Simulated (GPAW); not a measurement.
# CsGeCl3 (R3m): G0W0 on several meshes in GPAW

Aim: the GW shift of CsGeCl3 (R3m) against the k mesh.

Calculated with GPAW 26.7.0; LDA and many-body steps on it, plane waves.

## Step 1: The starting structure

It takes space group R3m (No. 160, trigonal). Conventional cell: a = 7.694 Å, b = 7.694 Å, c = 9.535 Å, α = 90.00°, β = 90.00°, γ = 120.00°. Nearest to Cs lie 12 Cl at 3.86 to 3.90 Å. Nearest to Ge lie 3 Cl at 2.37 Å. Cl has 2 Ge at 2.37 to 3.10 Å and 4 Cs at 3.86 to 3.90 Å nearest. Farther neighbours and most contacts between anions are not listed.

As a file:

```
Cs Ge Cl
1.0
     3.84682    2.22096    3.17830
    -3.84682    2.22096    3.17830
     0.00000   -4.44192    3.17830
Cs Ge Cl
1 1 3
Direct
  0.99840 0.99840 0.99840
  0.51553 0.51553 0.51553
  0.49671 0.49671 0.94864
  0.49671 0.94864 0.49671
  0.94864 0.49671 0.49671
```

The cell and positions are those that the Materials Project relaxed with its own functionals (PBE, PBE+U or r2SCAN), kept fixed. Spin-orbit coupling is left out unless a step names it.

## Step 2: Empty states on the mesh, 4×4×4 mesh, 558 bands

This step: GPAW 26.7.0; DFT, LDA, plane waves, PAW.

The sums over transitions need many empty states on a uniform mesh; this step solves for them.

Contents of run.py:

```python
import json
import numpy as np
from gpaw.mpi import world
from gpaw import GPAW

calc = GPAW('gs.gpw').fixed_density(kpts={'size': (4, 4, 4), 'gamma': True},
    parallel={'domain': 1, 'band': 1},
    txt='nscf.txt')
calc.diagonalize_full_hamiltonian(nbands=558)
calc.write('full.gpw', mode='all')
res = {}
kpts = calc.get_ibz_k_points()
res['kpts'] = kpts
res['eigenvalues'] = [calc.get_eigenvalues(kpt=k) for k in range(len(kpts))]
res['n_electrons'] = calc.get_number_of_electrons()

if world.rank == 0:
    with open('result.json', 'w') as f:
        json.dump(res, f, default=lambda x: x.tolist())
```

Run with:

```console
$ mpirun -n 8 gpaw python run.py
```

Numbers of over 12 decimals in the logs are rounded to 6 here.

What it wrote:

```text
Diagonalizing LCAO Hamiltonian
Converting LCAO to pw mode
convergence criteria:
- Maximum integral of absolute [eigenst]ate change: 4e-08 eV^2 / valence electron
maximum number of iterations: 100

SCF iterations
|iter     |     time |      energy | eigst |  dens |
|iter:   1|  |             | +0.82 |       |
|iter:   2|  |             | -0.44 |       |
|iter:   3|  |             | -1.19 |       |
[...]
|iter:  14|  |             | -6.42 |       |
|iter:  15|  |             | -6.97 |       |
|iter:  16|  |             | -7.45c|       |
SCF steps: 16
  __  _  _
 | _ |_)|_||  |
 |__||  | ||/\| - 26.7.0

Input parameters:
  mode=PW(ecut=450.000000),
  convergence={'density': 1e-06, 'bands': -3},
  gpts=array([27, 27, 27]),
  kpts=MonkhorstPack(size=(4, 4, 4), gamma=True),
  maxiter=100,
  nbands=25,
  occupations=Occupations(name='fermi-dirac', width=0.001, fixmagmom=False),
  parallel={'domain': 1, 'band': 1},
  xc=XC(name='LDA')
Matrix size: 3533x3533
# Writing to full.gpw (mode='all')
  [... matrices ...]

timing:  # [seconds]
  Total: 94.045  # ━━━━━━━━━━━━━━━━━━━━━━━━━━━━━━━━━━━━━━━━━━━━━━━━━━━━━━━━━━
```

Run time: 1.7 min. Hardware: 8 MPI ranks of Arm Neoverse V1, shared host; peak memory 8.1 GiB.

Numbers from this step:

```yaml
gap: 1.948 eV
k_of_the_valence_top: 0.5, 0.5, 0.5
k_of_the_conduction_bottom: 0.5, 0.5, 0.5
least_direct_gap: 1.948 eV
k_points_computed: 13
lowest_point_of_the_top_converged_band_above_the_valence_top: 121.6344 eV
```

On this mesh the gap is 1.948 eV.

## Step 3: 4×4×4

Now the one-shot GW correction: screening in the RPA, then the self-energy of the levels asked for.

This step: G0W0 on LDA, plane waves, PAW.

Contents of run.py:

```python
import json
import numpy as np
from gpaw.mpi import world
from gpaw.response.g0w0 import G0W0

gw = G0W0('full.gpw',
    filename='gw',
    kpts=[0, 12],
    bands=(15, 19),
    ecut=78,
    nbands=254,
    integrate_gamma='WS',
    ppa=True)
gw.calculate()
res = {mode: {k: v for k, v in r.items() if k != 'sigma_eskwn'}
       for mode, r in gw.all_results.items()}

if world.rank == 0:
    with open('result.json', 'w') as f:
        json.dump(res, f, default=lambda x: x.tolist())
```

Run with:

```console
$ mpirun -n 8 gpaw python run.py
```

What it wrote:

```text
Using integrator: PointIntegrator
FrequencyGridDescriptor(from 0.000+0.000j to 0.000+27.211j eV, 2 points)
Nonperiodic BCs:  [False False False]
Using integrator: PointIntegrator
FrequencyGridDescriptor(from 0.000+0.000j to 0.000+27.211j eV, 2 points)
Nonperiodic BCs:  [False False False]
  ___  _ _ _
 |   || | | |
 | | || | | |
 |__ ||_____|
 |___|

BZ k-points: Symmetries present (total): 6

  [... matrices ...]
64 k-points: 4 x 4 x 4 Monkhorst-Pack grid + [1/8,1/8,1/8]
13 k-points in the irreducible part of the Brillouin zone
       k-points in crystal coordinates                weights
   0:     0.00000000    0.00000000    0.00000000          1/64
   1:     0.25000000    0.00000000   -0.25000000          6/64
   2:     0.25000000    0.00000000    0.00000000          6/64
   3:     0.25000000    0.25000000   -0.25000000          6/64
   4:     0.25000000    0.25000000    0.00000000          6/64
   5:     0.25000000    0.25000000    0.25000000          2/64
   6:     0.50000000    0.00000000    0.00000000          3/64
   7:     0.50000000    0.25000000   -0.25000000          6/64
   8:     0.50000000    0.25000000    0.00000000         12/64
   9:     0.50000000    0.25000000    0.25000000          6/64
          ...
  12:     0.50000000    0.50000000    0.50000000          1/64

Distributing spins, k-points and bands (1 x 2 x 4) over 8 processes
Number of blocks: 1

Quasi particle states:
k-points (IBZ indices): [0, 12]
Band range: (15, 19)
  [... matrices ...]
Computational parameters:
Plane wave cut-off: 78 eV
Number of bands: 254
Coulomb cutoff: None
Broadening: 0.1 eV

fxc modes: GW
Kernel: RPA
Using Godby-Needs plasmon-pole approximation:
  Fitting energy: i*E0, E0 = 1.000 Hartree
Summing all q:

Calculating screened Coulomb potential
No Coulomb truncation
FrequencyGridDescriptor(from 0.000+0.000j to 0.000+27.211j eV, 2 points)
Removing empty qpoint cache files...

Calculating chi0 body with:
    Ground state adapter containing:
    Number of spins: 1
    Number of kpoints: 64
    Number of irreducible kpoints: 13
    Number of completely occupied states: 17
    Number of partially occupied states: 17
    Occupied states memory: 5.105759 M / cpu

    Linear response parametrization:
    q_c: [0.0, 0.0, 0.0]
    Number of frequency points: 2
    Planewave cutoff: 78.0
    Number of bands: 254
    Number of planewaves: 251
    Broadening (eta): 1e-06
    comm.size: 8
    kncomm.size: 8
    blockcomm.size: 1

    Memory estimate of potentially large arrays:
        chi0_wGG: 1.922638 M / cpu
Integrating chi0 body.

Symmetries of q_c:
    Direct symmetries (Uq -> q): 6
    Indirect symmetries (TUq -> q): 6
In total 12 allowed symmetries.

  [... matrices ...]
13 groups of equivalent kpoints. 79.6875% reduction.

Integral kind: response function
Integrating chi0 head and wings.

Symmetries of q_c:
    Direct symmetries (Uq -> q): 6
    Indirect symmetries (TUq -> q): 6
In total 12 allowed symmetries.

  [... matrices ...]
13 groups of equivalent kpoints. 79.6875% reduction.

Integral kind: response function wings

Calculating chi0 body with:
    Ground state adapter containing:
    Number of spins: 1
    Number of kpoints: 64
    Number of irreducible kpoints: 13
    Number of completely occupied states: 17
    Number of partially occupied states: 17
    Occupied states memory: 5.105759 M / cpu

[... the further q-points ...]

Results:
f:      Occupation numbers
eps:     KS-eigenvalues [eV]
vxc:     KS vxc [eV]
exx:     Exact exchange [eV]
sigma:   Self-energies [eV]
dsigma:  Self-energy derivatives
Z:       Renormalization factors
qp:      QP-energies [eV]

k-point 0 (0): (0.000, 0.000, 0.000)                GW
band       f     eps     vxc     exx   sigma  dsigma       Z      qp
                                                                   GW
  15   1.000   0.082 -16.620 -20.746   2.835  -0.278   0.783  -0.927
  16   1.000   0.276 -16.384 -20.130   2.600  -0.278   0.783  -0.621
  17   0.000   5.796  -8.582  -4.215  -3.254  -0.174   0.851   6.742
  18   0.000   6.668  -7.933  -3.595  -3.184  -0.171   0.854   7.653

k-point 1 (12): (0.500, 0.500, 0.500)                GW
band       f     eps     vxc     exx   sigma  dsigma       Z      qp
                                                                   GW
  15   1.000   0.420 -16.842 -21.028   2.881  -0.279   0.782  -0.601
  16   1.000   2.598 -16.909 -18.291   1.024  -0.251   0.799   2.312
  17   0.000   4.546 -13.256  -8.789  -3.020  -0.221   0.819   5.731
  18   0.000   4.547 -12.302  -7.923  -3.067  -0.223   0.818   5.620
```

Elapsed: 3 min, on 8 MPI ranks; peak memory 3.5 GiB; 24 min of CPU time.

Numbers from this step:

```
G0W0 gap on the points computed              : 3.308 eV
least direct G0W0 gap on the computed points : 3.308 eV
Z at the valence top                         : 0.7993
Z at the conduction bottom                   : 0.8180
starting gap on the mesh                     : 1.948 eV
k of the valence top                         : 0.5, 0.5, 0.5
k of the conduction bottom                   : 0.5, 0.5, 0.5
```

The gap on the mesh goes from 1.95 eV to 3.31 eV, a correction of +1.36 eV.

## Step 4: Empty states on the mesh, 2×2×2 mesh, 264 bands

This step: DFT, LDA, plane waves, PAW.

Contents of run.py:

```python
import json
import numpy as np
from gpaw.mpi import world
from gpaw import GPAW

calc = GPAW('gs.gpw').fixed_density(kpts={'size': (2, 2, 2), 'gamma': True},
    parallel={'domain': 1, 'band': 1},
    txt='nscf.txt')
calc.diagonalize_full_hamiltonian(nbands=264)
calc.write('full.gpw', mode='all')
res = {}
kpts = calc.get_ibz_k_points()
res['kpts'] = kpts
res['eigenvalues'] = [calc.get_eigenvalues(kpt=k) for k in range(len(kpts))]
res['n_electrons'] = calc.get_number_of_electrons()

if world.rank == 0:
    with open('result.json', 'w') as f:
        json.dump(res, f, default=lambda x: x.tolist())
```

Run with:

```console
$ mpirun -n 4 gpaw python run.py
```

What it wrote:

```text
Diagonalizing LCAO Hamiltonian
Converting LCAO to pw mode
convergence criteria:
- Maximum integral of absolute [eigenst]ate change: 4e-08 eV^2 / valence electron
maximum number of iterations: 100

SCF iterations
|iter     |     time |      energy | eigst |  dens |
|iter:   1|  |             | +0.80 |       |
|iter:   2|  |             | -0.40 |       |
|iter:   3|  |             | -1.17 |       |
[...]
|iter:  14|  |             | -6.36 |       |
|iter:  15|  |             | -6.99 |       |
|iter:  16|  |             | -7.55c|       |
SCF steps: 16
  __  _  _
 | _ |_)|_||  |
 |__||  | ||/\| - 26.7.0

Input parameters:
  mode=PW(ecut=450.000000),
  convergence={'density': 1e-06, 'bands': -3},
  gpts=array([27, 27, 27]),
  kpts=MonkhorstPack(size=(2, 2, 2), gamma=True),
  maxiter=100,
  nbands=25,
  occupations=Occupations(name='fermi-dirac', width=0.001, fixmagmom=False),
  parallel={'domain': 1, 'band': 1},
  xc=XC(name='LDA')
Matrix size: 3533x3533
# Writing to full.gpw (mode='all')
  [... matrices ...]

timing:  # [seconds]
  Total: 38.137  # ━━━━━━━━━━━━━━━━━━━━━━━━━━━━━━━━━━━━━━━━━━━━━━━━━━━━━━━━━━
```

The job ended after 43 s (4 MPI ranks; peak memory 3.8 GiB; 2.9 min of CPU time).

This step gave:

| Item | Value |
| --- | --- |
| gap | 1.948 eV |
| k of the valence top | 0.5, 0.5, 0.5 |
| k of the conduction bottom | 0.5, 0.5, 0.5 |
| least direct gap | 1.948 eV |
| k points computed | 4 |
| lowest point of the top converged band, above the valence top | 69.0029 eV |

On this mesh the gap is 1.948 eV.

## Step 5: 2×2×2

This step: G0W0 on LDA, plane waves, PAW.

Contents of run.py:

```python
import json
import numpy as np
from gpaw.mpi import world
from gpaw.response.g0w0 import G0W0

gw = G0W0('full.gpw',
    filename='gw',
    kpts=[0, 3],
    bands=(15, 19),
    ecut=78,
    nbands=254,
    integrate_gamma='WS',
    ppa=True)
gw.calculate()
res = {mode: {k: v for k, v in r.items() if k != 'sigma_eskwn'}
       for mode, r in gw.all_results.items()}

if world.rank == 0:
    with open('result.json', 'w') as f:
        json.dump(res, f, default=lambda x: x.tolist())
```

Run with:

```console
$ mpirun -n 8 gpaw python run.py
```

What it wrote:

```text
Using integrator: PointIntegrator
FrequencyGridDescriptor(from 0.000+0.000j to 0.000+27.211j eV, 2 points)
Nonperiodic BCs:  [False False False]
Using integrator: PointIntegrator
FrequencyGridDescriptor(from 0.000+0.000j to 0.000+27.211j eV, 2 points)
Nonperiodic BCs:  [False False False]
  ___  _ _ _
 |   || | | |
 | | || | | |
 |__ ||_____|
 |___|

BZ k-points: Symmetries present (total): 6

  [... matrices ...]
8 k-points: 2 x 2 x 2 Monkhorst-Pack grid + [1/4,1/4,1/4]
4 k-points in the irreducible part of the Brillouin zone
       k-points in crystal coordinates                weights
   0:     0.00000000    0.00000000    0.00000000          1/8
   1:     0.50000000    0.00000000    0.00000000          3/8
   2:     0.50000000    0.50000000    0.00000000          3/8
   3:     0.50000000    0.50000000    0.50000000          1/8

Distributing spins, k-points and bands (1 x 2 x 4) over 8 processes
Number of blocks: 1

Quasi particle states:
k-points (IBZ indices): [0, 3]
Band range: (15, 19)
  [... matrices ...]
Computational parameters:
Plane wave cut-off: 78 eV
Number of bands: 254
Coulomb cutoff: None
Broadening: 0.1 eV

fxc modes: GW
Kernel: RPA
Using Godby-Needs plasmon-pole approximation:
  Fitting energy: i*E0, E0 = 1.000 Hartree
Summing all q:

Calculating screened Coulomb potential
No Coulomb truncation
FrequencyGridDescriptor(from 0.000+0.000j to 0.000+27.211j eV, 2 points)
Removing empty qpoint cache files...

Calculating chi0 body with:
    Ground state adapter containing:
    Number of spins: 1
    Number of kpoints: 8
    Number of irreducible kpoints: 4
    Number of completely occupied states: 17
    Number of partially occupied states: 17
    Occupied states memory: 5.105759 M / cpu

    Linear response parametrization:
    q_c: [0.0, 0.0, 0.0]
    Number of frequency points: 2
    Planewave cutoff: 78.0
    Number of bands: 254
    Number of planewaves: 251
    Broadening (eta): 1e-06
    comm.size: 8
    kncomm.size: 8
    blockcomm.size: 1

    Memory estimate of potentially large arrays:
        chi0_wGG: 1.922638 M / cpu
Integrating chi0 body.

Symmetries of q_c:
    Direct symmetries (Uq -> q): 6
    Indirect symmetries (TUq -> q): 6
In total 12 allowed symmetries.

  [... matrices ...]
4 groups of equivalent kpoints. 50.0% reduction.

Integral kind: response function
Integrating chi0 head and wings.

Symmetries of q_c:
    Direct symmetries (Uq -> q): 6
    Indirect symmetries (TUq -> q): 6
In total 12 allowed symmetries.

  [... matrices ...]
4 groups of equivalent kpoints. 50.0% reduction.

Integral kind: response function wings

Calculating chi0 body with:
    Ground state adapter containing:
    Number of spins: 1
    Number of kpoints: 8
    Number of irreducible kpoints: 4
    Number of completely occupied states: 17
    Number of partially occupied states: 17
    Occupied states memory: 5.105759 M / cpu

    Linear response parametrization:
[... the further q-points ...]

Results:
f:      Occupation numbers
eps:     KS-eigenvalues [eV]
vxc:     KS vxc [eV]
exx:     Exact exchange [eV]
sigma:   Self-energies [eV]
dsigma:  Self-energy derivatives
Z:       Renormalization factors
qp:      QP-energies [eV]

k-point 0 (0): (0.000, 0.000, 0.000)                GW
band       f     eps     vxc     exx   sigma  dsigma       Z      qp
                                                                   GW
  15   1.000   0.082 -16.620 -20.747   2.917  -0.283   0.780  -0.861
  16   1.000   0.276 -16.384 -20.099   2.623  -0.280   0.781  -0.577
  17   0.000   5.796  -8.582  -4.197  -3.427  -0.187   0.842   6.603
[...]
k-point 1 (3): (0.500, 0.500, 0.500)                GW
band       f     eps     vxc     exx   sigma  dsigma       Z      qp
                                                                   GW
[...]
17   0.000   4.546 -13.256  -8.513  -3.264  -0.229   0.813   5.749
  18   0.000   4.547 -12.302  -7.641  -3.301  -0.230   0.813   5.652
```

Run time: 20 s. Hardware: 8 MPI ranks; peak memory 3 GiB; 2.6 min of CPU time.

This step gave:

- G0W0 gap on the points computed: 3.468 eV
- least direct G0W0 gap on the computed points: 3.468 eV
- Z at the valence top: 0.7941
- Z at the conduction bottom: 0.8129
- starting gap on the mesh: 1.948 eV
- k of the valence top: 0.5, 0.5, 0.5
- k of the conduction bottom: 0.5, 0.5, 0.5

Against G0W0 in GPAW (4×4×4 mesh, 254 bands, screening to 78 eV, Godby-Needs plasmon pole), the gap moves by +0.160 eV.

## Step 6: Side by side

Times are wall times on 8 MPI ranks of Arm Neoverse V1, shared host, good to a factor of about two.

```
  run   mesh  bands  screening cutoff (eV)  DFT gap (eV)  gap on the mesh (eV)  direct (eV)   time
4×4×4  4×4×4    254                     78         1.948                 3.308        3.308  3 min
2×2×2  2×2×2    254                     78         1.948                 3.468        3.468   20 s
```

## Step 7: Summary of results

```json
{"4×4×4": "3.308 eV", "2×2×2": "3.468 eV", "known limits": "not at the basis limit; no spin-orbit coupling; coarse k mesh"}
```

2×2×2: +0.160 eV against 4×4×4. Bands and cutoff are finite, so the gap is not at the basis limit. The miss can reach some tenths of an eV and take either sign; the mesh is an error of its own. These stock PAW sets were not made for GW; the filled d or f shell of Ge lies in the frozen core, which bears on start and correction. In the G0W0 runs levels were corrected at 2 k points alone, so a gap called «on the mesh» is the least over those, and an edge elsewhere would be missed. The many-body steps are scalar-relativistic: spin-orbit coupling is not in them.

[Paths, hosts, dates, memory and timing lines, banners, echoed tables and standing remarks are left out of the program output.]

[Logs are printed without paths, hosts, clocks, repeated set-up lines and the standing remarks that a program may print on its own settings, such as how far it seeks lower states.]

[Runs of the session that timed out or met a known fault of the program may be left out.]

[Hosts, paths, dates, database ids (printed as entryN), source tags and the programs' standing remarks are cut or masked in the printed files.]
